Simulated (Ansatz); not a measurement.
# I on Au(110): change of the work function, part 2 of 2

Wanted: Δφ(θ) for I/Au(110), starting from the top site.

Ansatz 0.2.0; plane-wave DFT, PBE, Ansatz PAW.

So far, work function, upper face (eV): step 2 (the clean slab) 4.99; step 3 (21 atoms, coverage 0.25 ML, cell 2x2) 5.67; step 4 (22 atoms, coverage 0.5 ML, cell 2x2) 5.81.

## 5. Adsorbate added, k-mesh 7×10×1, coverage 1 ML

System of this step: Au5I (I/Au(110)). The cell holds 6 atoms: 5 Au and 1 I. Its edges and angles: a = 4.080 Å, b = 2.885 Å, c = 26.821 Å, α = 90.0°, β = 90.0°, γ = 90.0°. Vacuum lies along c.

input.yaml

```yaml
crystal:
  lattice:
    - [4.08, 0.0, 0.0]
    - [0.0, 2.8849956672, 0.0]
    - [0.0, 0.0, 26.8210675705]
  atoms:
    - { symbol: Au, position: [0.0, 0.0, 0.3355571129] }
    - { symbol: Au, position: [0.5, 0.5, 0.3893393805] }
    - { symbol: Au, position: [0.0, 0.0, 0.4467297552] }
    - { symbol: Au, position: [0.5, 0.5, 0.5058983373] }
    - { symbol: Au, position: [0.0, 0.0, 0.55678498] }
    - { symbol: I, position: [0.0, 0.0, 0.6644428871] }
kpoints:
  mp_grid: { grid: [7, 10, 1] }
hamiltonian:
  xc: pbe
scf:
  occupations: { method: fermi_dirac, width: 0.1 }
  convergence: { dr2_threshold: 1.0e-08 }
efield:
  axis: 3
  dipole_correction: true
  ramp_position: 0.97
  ramp_width: 0.06
relax:
  f_tol: 0.02
  max_steps: 60
  constraints: [{ sites: [0, 1] }]
output:
  bader: true
  write_potential: true
  write_density: true
  volumetric_format: npy
```

The run is started by

```
$ ansatz run input.yaml --threads 4 --pin off --max-ram 12288MiB --backend cpu --events-out ev --progress --plain --runs-dir out
```

It took 61 s on 4 threads of Arm Neoverse V1, shared host; peak memory 0.92 GiB; 3.9 min of CPU time.

The steps of the relaxation:

| step | energy less that of the first step (eV) | largest force component (eV/Å) |
| --- | --- | --- |
| 1 | 0.0000 | 0.3233 |
| 2 | -0.0223 | 0.1585 |
| 3 | -0.0249 | 0.0433 |
| 4 | -0.0252 | 0.0044 |

Forces are held to the 4 operations that the run works with; a distortion that breaks them can't arise in this run.

The atoms that moved most (Å):

| atom | dx | dy | dz | length |
| --- | --- | --- | --- | --- |
| I6 | 0.000 | 0.000 | -0.071 | 0.071 |
| Au3 | 0.000 | 0.000 | 0.047 | 0.047 |
| Au5 | 0.000 | 0.000 | 0.035 | 0.035 |
| Au4 | 0.000 | 0.000 | -0.033 | 0.033 |

The relaxed structure:

```xyz
6
Lattice="4.0800 0.0000 0.0000 0.0000 2.8850 0.0000 0.0000 0.0000 26.8211" Properties=species:S:1:pos:R:3
Au    0.0000    0.0000    9.0000
Au    2.0400    1.4425   10.4425
Au    0.0000    0.0000   12.0283
Au    2.0400    1.4425   13.5361
Au    0.0000    0.0000   14.9690
I     0.0000    0.0000   17.7496
```

Running mean over 1.442 Å of the planar mean; the ramp of the sawtooth is left out. Electron's electrostatic potential energy less the Fermi level against z:

| z (Å) | electron's electrostatic potential energy less the Fermi level (eV) |
| --- | --- |
| 3.5 | 5.10 |
| 4.0 | 5.10 |
| 4.5 | 5.10 |
| 5.0 | 5.10 |
| 5.5 | 5.10 |
| 6.0 | 5.08 |
| 6.5 | 5.03 |
| 7.0 | 4.82 |
| 7.5 | 3.89 |
| 8.0 | 0.780 |
| 8.5 | -3.66 |
| 9.0 | -6.98 |
| 9.5 | -8.03 |
| 10.0 | -8.22 |
| 10.5 | -7.90 |
| 11.0 | -7.34 |
| 11.5 | -7.37 |
| 12.0 | -7.87 |
| 12.5 | -7.97 |
| 13.0 | -8.01 |
| 13.5 | -8.28 |
| 14.0 | -8.43 |
| 14.5 | -8.20 |
| 15.0 | -7.01 |
| 15.5 | -3.61 |
| 16.0 | 0.317 |
| 16.5 | 1.33 |
| 17.0 | -0.405 |
| 17.5 | -2.23 |
| 18.0 | -2.19 |
| 18.5 | -0.222 |
| 19.0 | 2.26 |
| 19.5 | 4.21 |
| 20.0 | 4.76 |
| 20.5 | 4.88 |
| 21.0 | 4.91 |
| 21.5 | 4.92 |
| 22.0 | 4.92 |
| 22.5 | 4.92 |
| 23.0 | 4.92 |
| 23.5 | 4.92 |

The relaxation took 4 steps and lowered the energy by 0.025 eV; the largest force on the free atoms ends at 0.0044 eV/Å.

The covered face has 4.92 eV, -0.07 eV against the clean one; the bare back face has moved by +0.10 eV, a measure of how thin the slab is.

## 6. Work function against coverage

This step: plane-wave DFT, PBE, Ansatz PAW; work function against coverage (Ansatz 0.2.0).

The runs are now put side by side.

Numbers from this step:

- work function of the clean face: 4.995 eV
- largest change of the work function: 0.8107 eV

The work function of the covered face by coverage:

| coverage (adsorbates/nm²) | work function of the covered face (eV) |
| --- | --- |
| 0.00 | 4.99 |
| 2.12 | 5.67 |
| 4.25 | 5.81 |
| 8.50 | 4.92 |

The dipole per adsorbate comes from the change of the cell's dipole. Coverage, by row:

| coverage (1/nm²) | coverage (ML) | work function (eV) | change (eV) | dipole per adsorbate, positive end outwards (debye) | mean height of the added atoms over the highest substrate atom (Å) |
| --- | --- | --- | --- | --- | --- |
| 2.124 | 0.25 | 5.674 | 0.6796 | -0.833 | 2.614 |
| 4.248 | 0.5 | 5.805 | 0.8107 | -0.472 | 2.603 |
| 8.496 | 1 | 4.921 | -0.07352 | 0.053 | 2.781 |

## 7. The slab at 0.25 ML, atoms frozen

This step: plane-wave DFT, PBE, Ansatz PAW (Ansatz 0.2.0).

System of this step: Au20I (I/Au(110)). The cell holds 21 atoms: 20 Au and 1 I. Its edges and angles: a = 8.160 Å, b = 5.770 Å, c = 26.821 Å, α = 90.0°, β = 90.0°, γ = 90.0°. Vacuum lies along c.

To see where the charge goes, the covered slab, the bare substrate and the adsorbate layer are each run at the same frozen positions and on the same grid.

input.yaml

```yaml
crystal:
  lattice:
    - [8.16, 0.0, 0.0]
    - [0.0, 5.7699913344, 0.0]
    - [0.0, 0.0, 26.8210675705]
  atoms:
    - { symbol: Au, position: [0.0, 0.0, 0.3355571129] }
    - { symbol: Au, position: [0.25, 0.25, 0.3893393805] }
    - { symbol: Au, position: [0.0, 0.0, 0.4502487863] }
    - { symbol: Au, position: [0.2494138236, 0.2511021083, 0.5054830584] }
    - { symbol: Au, position: [0.0, 0.0, 0.560578455] }
    - { symbol: Au, position: [0.0, 0.5, 0.3355571129] }
    - { symbol: Au, position: [0.25, 0.75, 0.3893393805] }
    - { symbol: Au, position: [0.0, 0.5, 0.4480027688] }
    - { symbol: Au, position: [0.2494138236, 0.7488978917, 0.5054830584] }
    - { symbol: Au, position: [0.0, 0.5, 0.5588937232] }
    - { symbol: Au, position: [0.5, 0.0, 0.3355571129] }
    - { symbol: Au, position: [0.75, 0.25, 0.3893393805] }
    - { symbol: Au, position: [0.5, 0.0, 0.4465131491] }
    - { symbol: Au, position: [0.7505861764, 0.2511021083, 0.5054830584] }
    - { symbol: Au, position: [0.5, 0.0, 0.5560154156] }
    - { symbol: Au, position: [0.5, 0.5, 0.3355571129] }
    - { symbol: Au, position: [0.75, 0.75, 0.3893393805] }
    - { symbol: Au, position: [0.5, 0.5, 0.446215511] }
    - { symbol: Au, position: [0.7505861764, 0.7488978917, 0.5054830584] }
    - { symbol: Au, position: [0.5, 0.5, 0.5561237585] }
    - { symbol: I, position: [0.0, 0.0, 0.6580336302] }
kpoints:
  mp_grid: { grid: [4, 5, 1] }
hamiltonian:
  xc: pbe
scf:
  occupations: { method: fermi_dirac, width: 0.1 }
  convergence: { dr2_threshold: 1.0e-08 }
efield:
  axis: 3
  dipole_correction: true
  ramp_position: 0.97
  ramp_width: 0.06
output:
  write_potential: true
  write_density: true
  volumetric_format: npy
```

The job ended after 2.9 min (4 threads; peak memory 6.3 GiB).

Numbers from this step:

```yaml
energy_at_zero_smearing: -270494.7074 eV
work_function_upper_face: 5.674 eV
work_function_lower_face: 5.020 eV
dipole_along_the_normal: -0.1702 e·Å
step_between_the_vacuum_levels: 0.6542 eV
```

The work function of the upper face is 5.67 eV.

## 8. The substrate of the 0.25 ML cell alone

System of this step: I/Au(110), substrate alone, atoms held. The cell holds 20 atoms: 20 Au. Cell: a = 8.160 Å, b = 5.770 Å, c = 26.821 Å, α = 90.0°, β = 90.0°, γ = 90.0°. Vacuum lies along c.

The second part, atoms unmoved.

input.yaml: that of step 7 with these lines changed.

```diff
@@ -26,3 +26,2 @@
     - { symbol: Au, position: [0.5, 0.5, 0.5561237585] }
-    - { symbol: I, position: [0.0, 0.0, 0.6580336302] }
 kpoints:
```

It took 2.6 min on 4 threads; peak memory 5.9 GiB; 10 min of CPU time.

Numbers from this step:

```
energy at zero smearing   : -262981.1648 eV
work function, upper face : 4.942 eV
dipole along the normal   : 0.005033 e·Å
```

The work function of the upper face is 4.94 eV.

## 9. The adsorbate layer of the 0.25 ML cell alone

System of this step: I/Au(110), adsorbate layer alone, atoms held. The cell holds 1 atom: 1 I. Its edges and angles: a = 8.160 Å, b = 5.770 Å, c = 26.821 Å, α = 90.0°, β = 90.0°, γ = 90.0°. Vacuum lies along c.

The third part; a free layer of atoms may carry a moment, so spin is on.

input.yaml, the sections that differ from step 8:

```yaml
crystal:
  lattice:
    - [8.16, 0.0, 0.0]
    - [0.0, 5.7699913344, 0.0]
    - [0.0, 0.0, 26.8210675705]
  atoms:
    - { symbol: I, position: [0.0, 0.0, 0.6580336302], spin: 1.0 }
magnetization:
  spin_polarized: true
# kpoints, hamiltonian, scf, efield, output: as in step 8
```

Elapsed: 21 s, on 4 threads; peak memory 1.3 GiB.

This step gave:

```
energy at zero smearing   : -7511.6628 eV
total moment              : 0.9938 μB
site moments              : 0.9803 μB
work function, upper face : 6.687 eV
dipole along the normal   : -3.47e-7 e·Å
```

Site moment by atom:

| atom | site moment (μB) |
| --- | --- |
| I1 | 0.980 |

The free layer carries a moment of 1.0 μB a cell.

## 10. Density difference at 0.25 ML

This step: plane-wave DFT, PBE, Ansatz PAW; density difference on adsorption (Ansatz 0.2.0).

The densities of the parts are taken from that of the whole and averaged over planes; the first moment of what is left gives the step in the potential.

This step gave:

| Property | Result |
| --- | --- |
| largest charge moved | -0.003007 e/Å² |
| potential step from the moved charge | 0.6732 eV |

The electron density difference oscillates, so the rows of the table below give means over windows of 0.5 Å about each position, cut where the curve ends. Its maxima inside the range that stand out by 2 % of the span (Å: e/Å³): 9.83: 3.3e-5, 10.43: 3.4e-4, 11.18: 2.1e-4, 12.37: 4.1e-5, 13.56: 8.8e-4, 14.75: -6.2e-5, 15.35: -6.0e-4, 16.39: 0.00240, 17.58: 0.00381. Its minima: 9.09: -2.7e-4, 10.13: -1.9e-4, 10.73: -1.0e-4, 12.07: -6.4e-4, 12.67: -2.1e-4, 14.30: -0.00105, 15.05: -0.00178, 15.65: -0.00488, 16.99: -8.7e-4, 18.92: -0.00101.

Planar mean, whole system less its parts. Electron density difference against z; means over each step:

| z (Å) | electron density difference (e/Å³) |
| --- | --- |
| 4.0 | 3.4e-7 |
| 4.5 | 1.0e-6 |
| 5.0 | 3.2e-6 |
| 5.5 | 8.8e-6 |
| 6.0 | 2.3e-5 |
| 6.5 | 5.4e-5 |
| 7.0 | 1.1e-4 |
| 7.5 | 1.5e-4 |
| 8.0 | -1.6e-6 |
| 8.5 | -1.4e-4 |
| 9.0 | -2.2e-4 |
| 9.5 | -5.5e-5 |
| 10.0 | -7.0e-5 |
| 10.5 | 1.4e-4 |
| 11.0 | 6.4e-5 |
| 11.5 | 5.6e-5 |
| 12.0 | -3.7e-4 |
| 12.5 | -9.4e-5 |
| 13.0 | 2.5e-4 |
| 13.5 | 6.9e-4 |
| 14.0 | -1.2e-4 |
| 14.5 | -5.6e-4 |
| 15.0 | -0.00110 |
| 15.5 | -0.00277 |
| 16.0 | -0.00180 |
| 16.5 | 0.00187 |
| 17.0 | -2.1e-4 |
| 17.5 | 0.00274 |
| 18.0 | 0.00263 |
| 18.5 | 3.1e-4 |
| 19.0 | -9.0e-4 |
| 19.5 | -4.6e-4 |
| 20.0 | -1.5e-4 |
| 20.5 | -4.3e-5 |
| 21.0 | -1.1e-5 |
| 21.5 | -2.8e-6 |
| 22.0 | -6.3e-7 |
| 22.5 | -1.4e-7 |

Planar mean, whole system less its parts. Electrons moved below z against z:

| z (Å) | electrons moved below z (e/Å²) |
| --- | --- |
| 4.0 | 1.5e-7 |
| 4.5 | 5.1e-7 |
| 5.0 | 1.6e-6 |
| 5.5 | 4.6e-6 |
| 6.0 | 1.3e-5 |
| 6.5 | 3.3e-5 |
| 7.0 | 7.6e-5 |
| 7.5 | 1.5e-4 |
| 8.0 | 1.9e-4 |
| 8.5 | 1.2e-4 |
| 9.0 | 2.8e-5 |
| 9.5 | -3.8e-5 |
| 10.0 | -5.3e-5 |
| 10.5 | -5.2e-6 |
| 11.0 | 3.3e-6 |
| 11.5 | 4.7e-5 |
| 12.0 | -5.3e-5 |
| 12.5 | -1.4e-4 |
| 13.0 | -1.2e-4 |
| 13.5 | 1.9e-4 |
| 14.0 | 3.5e-4 |
| 14.5 | -2.7e-5 |
| 15.0 | -4.2e-4 |
| 15.5 | -0.00113 |
| 16.0 | -0.00297 |
| 16.5 | -0.00218 |
| 17.0 | -0.00203 |
| 17.5 | -0.00133 |
| 18.0 | 2.6e-4 |
| 18.5 | 9.1e-4 |
| 19.0 | 4.8e-4 |
| 19.5 | 1.6e-4 |
| 20.0 | 4.5e-5 |
| 20.5 | 1.2e-5 |
| 21.0 | 2.8e-6 |
| 21.5 | 5.5e-7 |
| 22.0 | 2.3e-8 |

## 11. Varying the input: basis.ecutwfc = "36.7 Ry"

This step: plane-wave DFT, PBE, Ansatz PAW (Ansatz 0.2.0).

System of this step: Au5I (I/Au(110)). The cell holds 6 atoms: 5 Au and 1 I. Cell: a = 4.080 Å, b = 2.885 Å, c = 26.821 Å, α = 90.0°, β = 90.0°, γ = 90.0°. Vacuum lies along c.

A run with a changed input: it repeats the earlier run at 1 ML with basis.ecutwfc to 36.7 Ry.

input.yaml, the sections that differ from step 9:

```yaml
crystal:
  lattice:
    - [4.08, 0.0, 0.0]
    - [0.0, 2.8849956672, 0.0]
    - [0.0, 0.0, 26.8210675705]
  atoms:
    - { symbol: Au, position: [0.0, 0.0, 0.3355571129] }
    - { symbol: Au, position: [0.5, 0.5, 0.3893393805] }
    - { symbol: Au, position: [0.0, 0.0, 0.4467297552] }
    - { symbol: Au, position: [0.5, 0.5, 0.5058983373] }
    - { symbol: Au, position: [0.0, 0.0, 0.55678498] }
    - { symbol: I, position: [0.0, 0.0, 0.6644428871] }
kpoints:
  mp_grid: { grid: [7, 10, 1] }
relax:
  f_tol: 0.02
  max_steps: 60
  constraints: [{ sites: [0, 1] }]
output:
  bader: true
  write_potential: true
  write_density: true
  volumetric_format: npy
basis:
  ecutwfc: "36.7 Ry"
# hamiltonian, scf, efield: as in step 9
# magnetization: removed
```

Elapsed: 74 s, on 4 threads; peak memory 1.1 GiB; 4.8 min of CPU time.

Relaxation path:

| step | energy less that of the first step (eV) | largest force component (eV/Å) |
| --- | --- | --- |
| 1 | 0.0000 | 0.3232 |
| 2 | -0.0224 | 0.1578 |
| 3 | -0.0250 | 0.0433 |
| 4 | -0.0252 | 0.0044 |

Forces are held to the 4 operations that the run works with; a distortion that breaks them can't arise in this run.

The atoms that moved most (Å):

| atom | dx | dy | dz | length |
| --- | --- | --- | --- | --- |
| I6 | 0.000 | 0.000 | -0.072 | 0.072 |
| Au3 | 0.000 | 0.000 | 0.047 | 0.047 |
| Au5 | 0.000 | 0.000 | 0.035 | 0.035 |
| Au4 | 0.000 | 0.000 | -0.033 | 0.033 |

The relaxed structure:

```cif
data_structure
_symmetry_space_group_name_H-M 'P 1'
_symmetry_Int_Tables_number 1
_cell_length_a 4.0800
_cell_length_b 2.8850
_cell_length_c 26.8211
_cell_angle_alpha 90.000
_cell_angle_beta 90.000
_cell_angle_gamma 90.000
_cell_volume 315.70
loop_
_atom_site_label
_atom_site_type_symbol
_atom_site_fract_x
_atom_site_fract_y
_atom_site_fract_z
_atom_site_occupancy
Au1 Au 0.00000 0.00000 0.33556 1
Au2 Au 0.50000 0.50000 0.38934 1
Au3 Au 0.00000 0.00000 0.44847 1
Au4 Au 0.50000 0.50000 0.50468 1
Au5 Au 0.00000 0.00000 0.55811 1
I6 I 0.00000 0.00000 0.66177 1
```

This step gave:

```
energy at zero smearing        : -73258.5337 eV
work function, upper face      : 4.921 eV
work function, lower face      : 5.103 eV
dipole along the normal        : 0.01188 e·Å
step between the vacuum levels : -0.1827 eV
```

| quantity | this run | earlier run | difference |
| --- | --- | --- | --- |
| work function, upper face (eV) | 4.921 | 4.921 | -2.7e-4 |
| work function, lower face (eV) | 5.103 | 5.103 | 4.7e-5 |
| dipole along the normal (e·Å) | 0.01188 | 0.01186 | 2.0e-5 |

Nothing in the table moves by 0.01 in its unit (for the dipole 0.5 % and 5e-5 e·Å).

## 12. The same run with other settings: basis.ecutwfc = "550 eV"

System of this step: Au(110). The cell holds 5 atoms: 5 Au. Cell: a = 4.080 Å, b = 2.885 Å, c = 23.770 Å, α = 90.0°, β = 90.0°, γ = 90.0°. Vacuum lies along c.

Another changed input: it repeats the earlier run at 0 ML with basis.ecutwfc to 550 eV.

input.yaml, the sections that differ from step 11:

```yaml
crystal:
  lattice:
    - [4.08, 0.0, 0.0]
    - [0.0, 2.8849956672, 0.0]
    - [0.0, 0.0, 23.7699913345]
  atoms:
    - { symbol: Au, position: [0.0, 0.0, 0.3786286614] }
    - { symbol: Au, position: [0.5, 0.5, 0.4393143307] }
    - { symbol: Au, position: [0.0, 0.0, 0.5] }
    - { symbol: Au, position: [0.5, 0.5, 0.5606856693] }
    - { symbol: Au, position: [0.0, 0.0, 0.6213713386] }
output:
  write_potential: true
  write_density: true
  volumetric_format: npy
basis:
  ecutwfc: "550 eV"
# kpoints, hamiltonian, scf, efield, relax: as in step 11
```

Run time: 52 s. Hardware: 4 threads; peak memory 0.97 GiB; 3.3 min of CPU time.

The steps of the relaxation:

| step | energy less that of the first step (eV) | largest force component (eV/Å) |
| --- | --- | --- |
| 1 | 0.0000 | 0.7126 |
| 2 | -0.0758 | 0.0948 |
| 3 | -0.0807 | 0.0295 |
| 4 | -0.0809 | 0.0024 |

Forces are held to the 4 operations that the run works with; a distortion that breaks them can't arise in this run.

The atoms that moved most (Å):

| atom | dx | dy | dz | length |
| --- | --- | --- | --- | --- |
| Au4 | 0.000 | 0.000 | 0.241 | 0.241 |
| Au5 | 0.000 | 0.000 | 0.164 | 0.164 |
| Au3 | 0.000 | 0.000 | 0.097 | 0.097 |

The relaxed structure:

```xyz
5
Lattice="4.0800 0.0000 0.0000 0.0000 2.8850 0.0000 0.0000 0.0000 23.7700" Properties=species:S:1:pos:R:3
Au    0.0000    0.0000    9.0000
Au    2.0400    1.4425   10.4425
Au    0.0000    0.0000   11.9818
Au    2.0400    1.4425   13.5689
Au    0.0000    0.0000   14.9335
```

Numbers from this step:

```
energy at zero smearing   : -65745.3046 eV
work function, upper face : 4.995 eV
dipole along the normal   : 7.77e-4 e·Å
```

| quantity | this run | earlier run | difference |
| --- | --- | --- | --- |
| work function, upper face (eV) | 4.995 | 4.995 | -2.1e-5 |
| dipole along the normal (e·Å) | 7.77e-4 | 7.77e-4 | 3.5e-7 |

Nothing in the table moves by 0.01 in its unit (for the dipole 0.5 % and 5e-5 e·Å).

## 13. What came out

| Item | Value |
| --- | --- |
| work function of the clean face | 4.99 eV |
| work function at 0.25 ML | 5.67 eV |
| work function at 0.5 ML | 5.81 eV |
| work function at 1 ML | 4.92 eV |
| dipole per adsorbate at 0.25 ML, positive end outwards | -0.83 D |
| step of the potential from the moved charge at 0.25 ML, upper less lower side, atoms held | 0.673 eV |

I raises the work function of Au(110) at the lowest coverage, by 0.68 eV: the adsorbate layer has its negative end outwards. At the highest coverage the adsorbates are pressed to about 2.9 Å, closer than unbonded atoms of this kind usually come, so a real layer may not reach it. The slab has 5 layers, at the tabulated experimental lattice constant, one starting site was run, and quantum-size effects of a slab this thin can reach one or two tenths of an eV.

[Logs are printed without paths, hosts, clocks, repeated set-up lines and the standing remarks that a program may print on its own settings, such as how far it seeks lower states.]

[Hosts, paths, dates, database ids (printed as entryN), source tags and the programs' standing remarks are cut or masked in the printed files.]

[Maps of the electrostatic potential energy from Ansatz leave out the sawtooth potential of an applied field or a dipole correction, so their vacuum need not be flat; planar profiles and work functions include it.]
